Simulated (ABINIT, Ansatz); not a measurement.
# Rb2NaYF6 (Fm-3m): G0W0 on several meshes in ABINIT

Wanted: mesh dependence and cost of G0W0 for Rb2NaYF6 (Fm-3m).

Main program and level: ABINIT 10.8.3; PBEsol and many-body steps on it, plane waves.

## 1. The structure

The structure is cubic, space group Fm-3m (No. 225). The conventional cell has a = 8.895 Å, b = 8.895 Å, c = 8.895 Å, α = 90.00°, β = 90.00°, γ = 90.00°. Rb has 12 F at 3.15 Å nearest. Nearest to Na lie 6 F at 2.28 Å. Nearest to Y lie 6 F at 2.17 Å. Nearest to F lie 1 Y at 2.17 Å and 1 Na at 2.28 Å and 4 Rb at 3.15 Å. Farther neighbours and most contacts between anions are not listed.

The cell and positions come from the Crystallography Open Database and are kept as given unless a step says otherwise.

## 2. Empty states on the mesh, 2×2×2 mesh, 440 bands

This step: ABINIT 10.8.3; DFT, PBEsol, plane waves, norm-conserving pseudopotentials.

The sums over transitions need many empty states on a uniform mesh; this step solves for them.

The input, run.abi:

```
acell 3*1.0 Angstrom
rprim 
  -0.000000000000 4.447500000000 4.447500000000
  4.447500000000 -0.000000000000 4.447500000000
  4.447500000000 4.447500000000 -0.000000000000
ntypat 4
znucl 37 11 39 9
natom 10
typat 1 1 2 3 4 4 4 4 4 4
xred 
  0.250000000000 0.250000000000 0.250000000000
  0.750000000000 0.750000000000 0.750000000000
  0.500000000000 0.500000000000 0.500000000000
  0.000000000000 -0.000000000000 -0.000000000000
  0.756000000000 0.244000000000 0.244000000000
  0.244000000000 0.756000000000 0.244000000000
  0.244000000000 0.756000000000 0.756000000000
  0.756000000000 0.244000000000 0.756000000000
  0.244000000000 0.244000000000 0.756000000000
  0.756000000000 0.756000000000 0.244000000000
pp_dirpath "pseudos"
pseudos "Rb.upf, Na.upf, Y.upf, F.upf"
ecut 38
ngkpt 2 2 2
nshiftk 1
shiftk 0 0 0
kptopt 1
chksymbreak 0
iscf -2
irdden 1
istwfk *1
nband 440
nbdbuf 40
tolwfr 1e-09
nstep 60
prtvol 0
indata_prefix "in"
outdata_prefix "out"
tmpdata_prefix "tmp"
```

Started as:

```console
$ OMP_NUM_THREADS=2 mpirun -n 3 abinit run.abi > log
```

Numbers of over 12 decimals in the logs are rounded to 6 here.

Output:

```text
.Version 10.8.3 of ABINIT. v10.8.2 released Aug 2026.

 Symmetries : space group Fm -3 m (#225); Bravais cF (face-center cubic)
[... echo of the input left out ...]
== DATASET  1 ==================================================================
-   mpi_nproc: 3, omp_nthreads: 2 (-1 if OMP is not activated)

--- !DatasetInfo
iteration_state: {dtset: 1, }
dimensions: {natom: 10, nkpt: 3, mband: 440, nsppol: 1, nspinor: 1, nspden: 1, mpw: 13323, }
cutoff_energies: {ecut:  38.0, pawecutdg:  -1.0, }
[...]
3.45007    3.53644    3.53664    3.53708    3.55105    3.55604    3.55649    3.55682
   3.55741    3.55846    3.56091    3.56169    3.56223    3.56383    3.56552    3.58759
 prteigrs : prtvol=0 or 1, do not print more k-points.

== END DATASET(S) ==============================================================
================================================================================

 -outvars: echo values of variables after computation  --------
            nband         440
             nkpt           3
          spgroup         225
 [... the other variables as echoed above ...]

 Calculation completed.
```

It took 8.7 min on 3 MPI ranks of Intel Xeon Platinum 8259CL at 2.50GHz (Skylake/Cascade Lake), shared host; peak memory 0.7 GiB; 43 min of CPU time.

Numbers from this step:

- gap: 6.522 eV
- k of the valence top: 0, 0, 0
- k of the conduction bottom: 0, 0, 0
- least direct gap: 6.522 eV
- k points computed: 3
- lowest point of the top converged band, above the valence top: 89.6906 eV

On this mesh the gap is 6.522 eV.

The density comes from a self-consistent run that is not shown.

## 3. Screening, 2×2×2 mesh, 187 bands, screening to 141.5 eV

The RPA dielectric matrix is built and inverted for each q.

This step: RPA screening on PBEsol, plane waves, norm-conserving pseudopotentials.

Changes to run.abi since step 2:

```diff
@@ -28,10 +28,11 @@
 chksymbreak 0
-iscf -2
-irdden 1
 istwfk *1
-nband 440
-nbdbuf 40
-tolwfr 1e-09
-nstep 60
-prtvol 0
+occopt 1
+irdwfk 1
+optdriver 3
+nband 187
+ecuteps 5.2
+inclvkb 2
+awtr 1
+symchi 1
 indata_prefix "in"
```

Started as:

```console
$ OMP_NUM_THREADS=1 mpirun -n 8 abinit run.abi > log
```

Output:

```text
.Version 10.8.3 of ABINIT. v10.8.2 released Aug 2026.

 Symmetries : space group Fm -3 m (#225); Bravais cF (face-center cubic)
[... echo of the input left out ...]
== DATASET  1 ==================================================================
-   mpi_nproc: 8, omp_nthreads: 1 (-1 if OMP is not activated)

--- !DatasetInfo
iteration_state: {dtset: 1, }
dimensions: {natom: 10, nkpt: 3, mband: 187, nsppol: 1, nspinor: 1, nspden: 1, mpw: 13323, }
cutoff_energies: {ecut:  38.0, pawecutdg:  -1.0, }
electrons: {nelect:   8.00000000E+01, charge:   0.00000000E+00, occopt:   1.00000000E+00, tsmear:   1.00000000E-02, }

 SCREENING: Calculation of the susceptibility and dielectric matrices

 Based on a program developped by R.W. Godby, V. Olevano, G. Onida, and L. Reining.
 Incorporated in ABINIT by V. Olevano, G.-M. Rignanese, and M. Torrent.
.Using double precision arithmetic ; gwpc =  8

[... cell and pseudopotentials left out ...]
--------------------------------------------------------------------------------

 ==== K-mesh for the wavefunctions ====
 Number of points in the irreducible wedge :     3
[... list of points left out ...]
 Together with 48 symmetry operations and time-reversal symmetry
 yields     8 points in the full Brillouin Zone.

 ==== Q-mesh for the screening function ====
 Number of points in the irreducible wedge :     3
[... list of points left out ...]
 Together with 48 symmetry operations and time-reversal symmetry
 yields     8 points in the full Brillouin Zone.

 setmesh: FFT mesh size selected  =    45x   45x   45
          total number of points  =        91125

 vcoul_init : cutoff-mode = AUXILIARY_FUNCTION
 q-points for optical limit:   1
     1)      0.000010    0.000020    0.000030

- screening: taking advantage of time-reversal symmetry
- Maximum band index for partially occupied states nbvw = 40
- Remaining bands to be divided among processors   nbcw = 147
- Number of bands treated by each node ~18

 Number of electrons calculated from density =   80.0000; Expected =   80.0000
 average of density, n =  0.067378
 r_s =    1.5245
 omega_plasma =   25.0388 [eV]

 calculating chi0 at frequencies [eV] :
  1    0.000000E+00    0.000000E+00
  2    0.000000E+00    2.503879E+01

--------------------------------------------------------------------------------
  q-point number  1        q = ( 0.000000, 0.000000, 0.000000) [r.l.u.]
--------------------------------------------------------------------------------
[... chi0 elements left out ...]
 For q-point:  0.000010 0.000020 0.000030
  dielectric constant =   2.0455
  dielectric constant without local fields =   2.2619

  Average fulfillment of the sum rule on Im[epsilon] for q-point    1 :     48.73  [%]
[... wings left out ...]
  q-point number  2        q = ( 0.500000, 0.000000, 0.000000) [r.l.u.]
--------------------------------------------------------------------------------
[... chi0 elements left out ...]
  Average fulfillment of the sum rule on Im[epsilon] for q-point    2 :     53.45  [%]

 [... 1 further q-points ...]
```

Run time: 84 s. Hardware: 8 MPI ranks; peak memory 4.5 GiB.

Numbers from this step:

| Item | Value |
| --- | --- |
| ε∞ with local fields, on this mesh, along the program's q direction | 2.046 |
| the same without local fields | 2.262 |
| plasma frequency | 25.04 eV |
| plane waves in the screening matrix | 645 |

Local fields lower ε∞ by 10 %. On a Γ-centred mesh this coarse the value itself is usually too large, while a short band sum pulls it down.

## 4. 2×2×2

The self-energy is evaluated for the states that the input lists, and the levels follow from it, in one-shot runs by the linearised quasiparticle equation.

This step: G0W0 on PBEsol, plane waves, norm-conserving pseudopotentials.

Changes to run.abi since step 3:

```diff
@@ -31,8 +31,15 @@
 irdwfk 1
-optdriver 3
+optdriver 4
 nband 187
+gwcalctyp 0
+ecutsigx 38
+symsigma 1
+nkptgw 1
+kptgw 
+  0.0000000000 0.0000000000 0.0000000000
+bdgw 
+  38 44
 ecuteps 5.2
-inclvkb 2
-awtr 1
-symchi 1
+irdscr 1
+ppmodel 1
 indata_prefix "in"
```

Output:

```text
.Version 10.8.3 of ABINIT. v10.8.2 released Aug 2026.

 Symmetries : space group Fm -3 m (#225); Bravais cF (face-center cubic)
[... echo of the input left out ...]
== DATASET  1 ==================================================================
-   mpi_nproc: 8, omp_nthreads: 1 (-1 if OMP is not activated)

--- !DatasetInfo
iteration_state: {dtset: 1, }
dimensions: {natom: 10, nkpt: 3, mband: 187, nsppol: 1, nspinor: 1, nspden: 1, mpw: 13323, }
cutoff_energies: {ecut:  38.0, pawecutdg:  -1.0, }
electrons: {nelect:   8.00000000E+01, charge:   0.00000000E+00, occopt:   1.00000000E+00, tsmear:   1.00000000E-02, }

 SIGMA: Calculation of the GW corrections

 Based on a program developped by R.W. Godby, V. Olevano, G. Onida, and L. Reining.
 Incorporated in ABINIT by V. Olevano, G.-M. Rignanese, and M. Torrent.
.Using double precision arithmetic ; gwpc =  8

[... cell and pseudopotentials left out ...]
--------------------------------------------------------------------------------

 ==== K-mesh for the wavefunctions ====
 Number of points in the irreducible wedge :     3
[... list of points left out ...]
 Together with 48 symmetry operations and time-reversal symmetry
 yields     8 points in the full Brillouin Zone.

 ==== Q-mesh for screening function ====
 Number of points in the irreducible wedge :     3
[... list of points left out ...]
 Together with 48 symmetry operations and time-reversal symmetry
 yields     8 points in the full Brillouin Zone.

 vcoul_init : cutoff-mode = AUXILIARY_FUNCTION
 q-points for optical limit:   1
     1)      0.000010    0.000020    0.000030
 setmesh: FFT mesh size selected  =    72x   72x   72
          total number of points  =       373248

 Number of electrons calculated from density =   80.0000; Expected =   80.0000
 average of density, n =  0.067378
 r_s =    1.5245
 omega_plasma =   25.0388 [eV]

 === KS Band Gaps ===
  >>>> For spin  1
   Minimum direct gap =   6.5218 [eV], located at k-point      :   0.0000  0.0000  0.0000
   Fundamental gap    =   6.5218 [eV], Top of valence bands at :   0.0000  0.0000  0.0000
                                       Bottom of conduction at :   0.0000  0.0000  0.0000
 SIGMA fundamental parameters:
 PLASMON POLE MODEL  1
 number of plane-waves for SigmaX                13323
 number of plane-waves for SigmaC and W            645
 number of plane-waves for wavefunctions         13323
 number of bands                                   187
 number of independent spin polarizations            1
 number of spinorial components                      1
 number of k-points in IBZ                           3
 number of q-points in IBZ                           3
 number of symmetry operations                      48
 number of k-points in BZ                            8
 number of q-points in BZ                            8
 number of frequencies for dSigma/dE                 9
 frequency step for dSigma/dE [eV]                0.25
 number of omega for Sigma on real axis              0
 max omega for Sigma on real axis  [eV]           0.00
 zcut for avoiding poles [eV]                     0.10

 EPSILON^-1 parameters (SCR file):
 dimension of the eps^-1 matrix on file            645
 dimension of the eps^-1 matrix used               645
 number of plane-waves for wavefunctions         13323
 number of bands                                   187
 number of q-points in IBZ                           3
 number of frequencies                               2
 number of real frequencies                          1
 number of imag frequencies                          1

 matrix elements of self-energy operator (all in [eV])

 Perturbative Calculation

--- !SelfEnergy_ee
iteration_state: {dtset: 1, }
kpoint     : [   0.000,    0.000,    0.000, ]
spin       : 1
KS_gap     :    6.522
QP_gap     :    9.851
Delta_QP_KS:    3.329
data: !SigmaeeData |
     Band     E0 <VxcDFT>   SigX SigC(E0)      Z dSigC/dE  Sig(E)    E-E0       E
       38  -1.244 -22.129 -29.447   5.129   0.806  -0.241 -23.893  -1.764  -3.008
       39  -1.244 -22.129 -29.447   5.129   0.806  -0.241 -23.893  -1.764  -3.008
       40  -1.244 -22.129 -29.447   5.129   0.806  -0.241 -23.893  -1.764  -3.008
       41   5.278  -8.623  -4.270  -2.611   0.898  -0.114  -7.058   1.564   6.842
       42   7.080 -13.543  -7.561  -2.762   0.876  -0.142 -10.724   2.819   9.899
       43   7.080 -13.543  -7.561  -2.762   0.876  -0.142 -10.724   2.819   9.899
       44   7.080 -13.543  -7.561  -2.762   0.876  -0.142 -10.724   2.819   9.899

== END DATASET(S) ==============================================================
================================================================================

 -outvars: echo values of variables after computation  --------
           etotal      0.0000000000E+00
            nband         187
             nkpt           3
          spgroup         225
 [... the other variables as echoed above ...]

 Calculation completed.
```

Elapsed: 24 s, on 8 MPI ranks; peak memory 4 GiB; 3.1 min of CPU time.

This step gave:

```yaml
g0w0_gap_on_the_points_computed: 9.85 eV
starting_gap_on_the_mesh: 6.522 eV
k_of_the_valence_top: 0, 0, 0
k_of_the_conduction_bottom: 0, 0, 0
z_at_the_valence_top: 0.806
z_at_the_conduction_bottom: 0.898
least_direct_g0w0_gap_on_the_computed_points: 9.85 eV
```

The gap on the mesh goes from 6.52 eV to 9.85 eV, a correction of +3.33 eV.

## 5. Empty states on the mesh, 4×4×4 mesh, 205 bands

This step: DFT, PBEsol, plane waves, norm-conserving pseudopotentials.

Changes to run.abi since step 4:

```diff
@@ -23,3 +23,3 @@
 ecut 38
-ngkpt 2 2 2
+ngkpt 4 4 4
 nshiftk 1
@@ -28,18 +28,10 @@
 chksymbreak 0
+iscf -2
+irdden 1
 istwfk *1
-occopt 1
-irdwfk 1
-optdriver 4
-nband 187
-gwcalctyp 0
-ecutsigx 38
-symsigma 1
-nkptgw 1
-kptgw 
-  0.0000000000 0.0000000000 0.0000000000
-bdgw 
-  38 44
-ecuteps 5.2
-irdscr 1
-ppmodel 1
+nband 205
+nbdbuf 18
+tolwfr 1e-09
+nstep 60
+prtvol 0
 indata_prefix "in"
```

Output:

```text
.Version 10.8.3 of ABINIT. v10.8.2 released Aug 2026.

 Symmetries : space group Fm -3 m (#225); Bravais cF (face-center cubic)
[... echo of the input left out ...]
== DATASET  1 ==================================================================
-   mpi_nproc: 8, omp_nthreads: 1 (-1 if OMP is not activated)

--- !DatasetInfo
iteration_state: {dtset: 1, }
dimensions: {natom: 10, nkpt: 8, mband: 205, nsppol: 1, nspinor: 1, nspden: 1, mpw: 13326, }
cutoff_energies: {ecut:  38.0, pawecutdg:  -1.0, }
[...]
1.80240    1.80240    1.81642    1.81642    1.81642    1.82146    1.85610    1.85610
   1.85610    1.85866    1.85866    1.85866    1.86535    1.86535    1.89090    1.89090
   1.89090    1.92465    1.92465    1.92624    1.92898
 prteigrs : prtvol=0 or 1, do not print more k-points.

== END DATASET(S) ==============================================================
================================================================================

 -outvars: echo values of variables after computation  --------
            nband         205
             nkpt           8
          spgroup         225
 [... the other variables as echoed above ...]

 Calculation completed.
```

Run time: 4.4 min. Hardware: 8 MPI ranks; peak memory 1.2 GiB.

Numbers from this step:

```yaml
gap: 6.522 eV
k_of_the_valence_top: 0, 0, 0
k_of_the_conduction_bottom: 0, 0, 0
least_direct_gap: 6.522 eV
k_points_computed: 8
lowest_point_of_the_top_converged_band_above_the_valence_top: 50.0475 eV
```

On this mesh the gap is 6.522 eV.

## 6. Screening, 4×4×4 mesh, 187 bands, screening to 141.5 eV

This step: RPA screening on PBEsol, plane waves, norm-conserving pseudopotentials.

Changes to run.abi since step 5:

```diff
@@ -28,10 +28,11 @@
 chksymbreak 0
-iscf -2
-irdden 1
 istwfk *1
-nband 205
-nbdbuf 18
-tolwfr 1e-09
-nstep 60
-prtvol 0
+occopt 1
+irdwfk 1
+optdriver 3
+nband 187
+ecuteps 5.2
+inclvkb 2
+awtr 1
+symchi 1
 indata_prefix "in"
```

Output:

```text
.Version 10.8.3 of ABINIT. v10.8.2 released Aug 2026.

 Symmetries : space group Fm -3 m (#225); Bravais cF (face-center cubic)
[... echo of the input left out ...]
== DATASET  1 ==================================================================
-   mpi_nproc: 8, omp_nthreads: 1 (-1 if OMP is not activated)

--- !DatasetInfo
iteration_state: {dtset: 1, }
dimensions: {natom: 10, nkpt: 8, mband: 187, nsppol: 1, nspinor: 1, nspden: 1, mpw: 13326, }
cutoff_energies: {ecut:  38.0, pawecutdg:  -1.0, }
electrons: {nelect:   8.00000000E+01, charge:   0.00000000E+00, occopt:   1.00000000E+00, tsmear:   1.00000000E-02, }

 SCREENING: Calculation of the susceptibility and dielectric matrices

 Based on a program developped by R.W. Godby, V. Olevano, G. Onida, and L. Reining.
 Incorporated in ABINIT by V. Olevano, G.-M. Rignanese, and M. Torrent.
.Using double precision arithmetic ; gwpc =  8

[... cell and pseudopotentials left out ...]
--------------------------------------------------------------------------------

 ==== K-mesh for the wavefunctions ====
 Number of points in the irreducible wedge :     8
[... list of points left out ...]
 Together with 48 symmetry operations and time-reversal symmetry
 yields    64 points in the full Brillouin Zone.

 ==== Q-mesh for the screening function ====
 Number of points in the irreducible wedge :     8
[... list of points left out ...]
 Together with 48 symmetry operations and time-reversal symmetry
 yields    64 points in the full Brillouin Zone.

 setmesh: FFT mesh size selected  =    45x   45x   45
          total number of points  =        91125

 vcoul_init : cutoff-mode = AUXILIARY_FUNCTION
 q-points for optical limit:   1
     1)      0.000010    0.000020    0.000030

- screening: taking advantage of time-reversal symmetry
- Maximum band index for partially occupied states nbvw = 40
- Remaining bands to be divided among processors   nbcw = 147
- Number of bands treated by each node ~18

 Number of electrons calculated from density =   80.0000; Expected =   80.0000
 average of density, n =  0.067378
 r_s =    1.5245
 omega_plasma =   25.0388 [eV]

 calculating chi0 at frequencies [eV] :
  1    0.000000E+00    0.000000E+00
  2    0.000000E+00    2.503879E+01

--------------------------------------------------------------------------------
  q-point number  1        q = ( 0.000000, 0.000000, 0.000000) [r.l.u.]
--------------------------------------------------------------------------------
[... chi0 elements left out ...]
 For q-point:  0.000010 0.000020 0.000030
  dielectric constant =   2.0355
  dielectric constant without local fields =   2.2516

  Average fulfillment of the sum rule on Im[epsilon] for q-point    1 :     48.68  [%]
[... wings left out ...]
  q-point number  2        q = ( 0.250000, 0.000000, 0.000000) [r.l.u.]
--------------------------------------------------------------------------------
[... chi0 elements left out ...]
  Average fulfillment of the sum rule on Im[epsilon] for q-point    2 :     57.28  [%]

 [... 6 further q-points ...]
```

Run time: 11 min. Hardware: 8 MPI ranks; peak memory 8.3 GiB.

This step gave:

| Quantity | Value |
| --- | --- |
| ε∞ with local fields, on this mesh, along the program's q direction | 2.035 |
| the same without local fields | 2.252 |
| plasma frequency | 25.04 eV |
| plane waves in the screening matrix | 645 |

[end of part 1 of 2]

[Paths, hosts, dates, memory and timing lines, banners, echoed tables and standing remarks are left out of the program output.]

[Logs are printed without paths, hosts, clocks, repeated set-up lines and the standing remarks that a program may print on its own settings, such as how far it seeks lower states.]

[Runs of the session that timed out or met a known fault of the program may be left out.]

[Hosts, paths, dates, database ids (printed as entryN), source tags and the programs' standing remarks are cut or masked in the printed files.]

[G0W0 gaps are taken among the corrected bands and points alone; a level outside them can change the order at an edge.]

[Where Ansatz stands beside ABINIT at settings called matched, ABINIT's density can come from a denser mesh and the files from another edition; pairs whose starting gaps differed by over 0.03 eV were left out, so agreement reads better than it is.]
